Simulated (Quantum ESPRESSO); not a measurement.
# Dipole at the next field: 2H-CrSSe, 1 layer

How the rows were computed: Quantum ESPRESSO 7.5, PBE, GBRV ultrasoft; sawtooth field along the normal with dipole correction, ions clamped, threshold 1e-9 Ry; cell area 8.466 Å².

| field (V/Å) | dipole (e Å a cell) |
| --- | --- |
| 0 | −0.03906 |
| 0.1 | −0.01445 |
| 0.2 | 0.01010 |

One more run was made and is withheld. What is the dipole at 0.3 V/Å, and what electrostatic thickness 4πα/A follows from the rows?

**Fit.** The slope is (0.01010 − (−0.03906))/0.2 = 0.2458 e Å²/V, so 4πα/A = 180.95 × 0.2458/8.466 = 5.25 Å. Linear response gives p = −0.03906 + 0.2458 × (0.3) = 0.03468 e Å; a parabola through the three rows gives 0.03459.

What the calculation gave: p = 0.03469 e Å. The line misses by 0.0 % of the induced dipole and the parabola by 0.1 %. The response is linear over this range.

Caveats: Electrons alone respond; local and semilocal functionals tend to overscreen.
